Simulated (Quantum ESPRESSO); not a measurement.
## Energy mapping worked by hand: MnS

Can a spin model with one coupling foretell the energy of a further order of MnS?

Program: Quantum ESPRESSO 7.5. Level of theory: LDA with U = 4 eV on Mn d (ortho-atomic projectors); plane waves with GBRV 1.5 LDA potentials, no spin-orbit coupling. Results are calculated unless marked as measured.

The database entry behind the starting cell differs from later determinations by our own check (an axis about 0.2 % short against later determinations), so it need not match the best structure at ambient conditions.

**1. The starting structure**

It takes space group Fm-3m (No. 225, cubic). Conventional cell: a = 5.209 Å, b = 5.209 Å, c = 5.209 Å, α = 90.00°, β = 90.00°, γ = 90.00°. Nearest to Mn lie 6 S at 2.60 Å. S has 6 Mn at 2.60 Å nearest. Farther neighbours and most contacts between anions are not listed.

The cell comes from the Crystallography Open Database.

**2. The parallel order**

All energies count from this run.

pw.in reads:

```
&CONTROL
  calculation = 'scf'
  prefix = 'pwscf'
  outdir = './tmp'
  pseudo_dir = './pseudo'
  disk_io = 'nowf'
/
&SYSTEM
  ibrav = 0
  nat = 2
  ntyp = 2
  ecutwfc = 40
  ecutrho = 280
  nbnd = 19
  occupations = 'smearing'
  smearing = 'fd'
  degauss = 0.00367493
  nspin = 2
  starting_magnetization(1) = 0.3
  starting_magnetization(2) = 0
/
&ELECTRONS
  conv_thr = 4d-09
  electron_maxstep = 150
  mixing_beta = 0.3
/
ATOMIC_SPECIES
Mn     54.9380 mn_lda_v1.5.uspp.F.UPF
S      32.0600 s_lda_v1.4.uspp.F.UPF
CELL_PARAMETERS angstrom
   0.0000000000    2.6045000000    2.6045000000
   2.6045000000    0.0000000000    2.6045000000
   2.6045000000    2.6045000000    0.0000000000
ATOMIC_POSITIONS crystal
Mn      0.0000000000    0.0000000000    0.0000000000
S       0.5000000000    0.5000000000    0.5000000000
K_POINTS automatic
6 6 6 0 0 0
HUBBARD {ortho-atomic}
U Mn-3d 4.0000
```

On the command line:

```sh
> OMP_NUM_THREADS=1 mpirun -n 4 pw.x -nk 4 -in pw.in > pw.out
```

Output:

```text
Program PWSCF v.7.5 starts
     [... lines left out ...]
     number of atoms/cell      =            2
     [... lines left out ...]
     number of electrons       =        21.00
     number of Kohn-Sham states=           19
     kinetic-energy cutoff     =      40.0000  Ry
     charge density cutoff     =     280.0000  Ry
     scf convergence threshold =      4.0E-09
     [... lines left out ...]
     48 Sym. Ops., with inversion, found
     [... lines left out ...]
     number of k points=    16  Fermi-Dirac smearing, width (Ry)=  0.0037
     [... lines left out ...]
     iteration # 10     ecut=    40.00 Ry     beta= 0.30
     [... lines left out ...]
     Magnetic moment per site  (integrated on atomic sphere of radius R)
     atom   1 (R=0.292)  charge= 13.1620  magn=  4.4699
     atom   2 (R=0.292)  charge=  4.6882  magn=  0.1404
     [... lines left out ...]
     Tr[ns(  1)] (up, down, total) =   4.96966  0.28419  5.25385
     [... lines left out ...]
     the Fermi energy is    10.2256 ev
!    total energy              =    -235.24821470 Ry
     estimated scf accuracy    <          4.1E-10 Ry
     smearing contrib. (-TS)   =      -0.00000268 Ry
     [... lines left out ...]
     total magnetization       =     5.00 Bohr mag/cell
     absolute magnetization    =     5.00 Bohr mag/cell
     convergence has been achieved in  10 iterations
   JOB DONE.
```

The job ended after 4.3 s (4 MPI ranks of Intel Xeon Platinum 8488C (Sapphire Rapids), shared host; peak memory 0.34 GiB; 16 s of CPU time).

Spin moment in the atom's sphere by atom:

```
atom  spin moment in the atom's sphere (μB)
 Mn1                                   4.47
  S2                                   0.14
```

This step gave:

| Property | Result |
| --- | --- |
| smearing term TS | 3.65e-5 eV |
| magnetization | 5 μB |
| absolute magnetization | 5 μB |
| final state | ferromagnetic |

**3. The orders used for the fit**

The other orders were run with the same settings, on meshes that hold the same points. Free energies are divided by the number of Mn atoms; q is in fractions of the reciprocal vectors of the first run's cell.

```
              order  atoms   mesh  free energy (eV)   eV per Mn  largest moment (μB)
                F +      2  6×6×6        -3200.7150  -3200.7150                 4.47
AF q=(0,1/2,1/2) +-      4  6×3×6        -6401.4639  -3200.7320                 4.44
```

**4. Counting neighbours**

With E = −Σ J e_i·e_j over ordered pairs of unit vectors, turning a neighbour from parallel to opposed costs 2J a Mn atom. So an order lies 2 Σ n J over the parallel one, n being the opposed neighbours in each shell.

```
shell  distance (Å)  neighbours  opposed in AF q=(0,1/2,1/2) +-  opposed in AF q=(0,0,1/2) +-
   J1          3.68          12                               8                             6
   J2          5.21           6                               0                             6
```

Only J1 is kept, as an effective coupling that takes up all reversed shells.

**5. Solving**

```
2 × 8 × J1 = -17.0 meV    (AF q=(0,1/2,1/2) +-)
J1 = -1.06 meV
```

**6. The test**

The couplings now give the orders that were left out:

```
2 × 6 × (-1.06) = -12.7 meV    (AF q=(0,0,1/2) +-)
```

The runs themselves:

```
            order  atoms   mesh  free energy (eV)   eV per Mn  largest moment (μB)  over the parallel order (meV)  foretold (meV)
AF q=(0,0,1/2) +-      4  6×6×3        -6401.5616  -3200.7808                 4.38                          -65.8           -12.7
```

**7. One more shell**

One way to take up the miss is the next shell. Both differences then fix both couplings, and no order is left for a test.

```
2 × 8 × J1 = -17.0 meV    (AF q=(0,1/2,1/2) +-)
2 × 6 × J1 + 2 × 6 × J2 = -65.8 meV    (AF q=(0,0,1/2) +-)
J1 = -1.06 meV
J2 = -4.42 meV
```

**8. What came out**

- effective J1 (Mn–Mn at 3.68 Å): -1.06 meV
- largest miss on the orders left out: 53 meV
- J1 with two shells: -1.06 meV
- J2 with two shells: -4.42 meV

The model misses the order left out by 53 meV, 81 % of the largest energy difference, so it fails: these couplings alone don't describe the crystal. With the next shell added the couplings are J1 = -1.06 and J2 = -4.42 meV, untested. The largest moment changes by 2.0 % between the orders. Shells that were dropped are folded into the couplings or show in the miss.

[Logs and program files are shortened in this print: banners, set-up blocks, solver, clock and traceback lines can be left out without a mark of their own.]

[Logs are printed without paths, hosts, clocks, repeated set-up lines and the standing remarks that a program may print on its own settings, such as how far it seeks lower states.]

[Hosts, paths, dates, database ids (printed as entryN), source tags and the programs' standing remarks are cut or masked in the printed files.]

[Where a cell is said to come from a database of computed structures, the database is the Materials Project.]
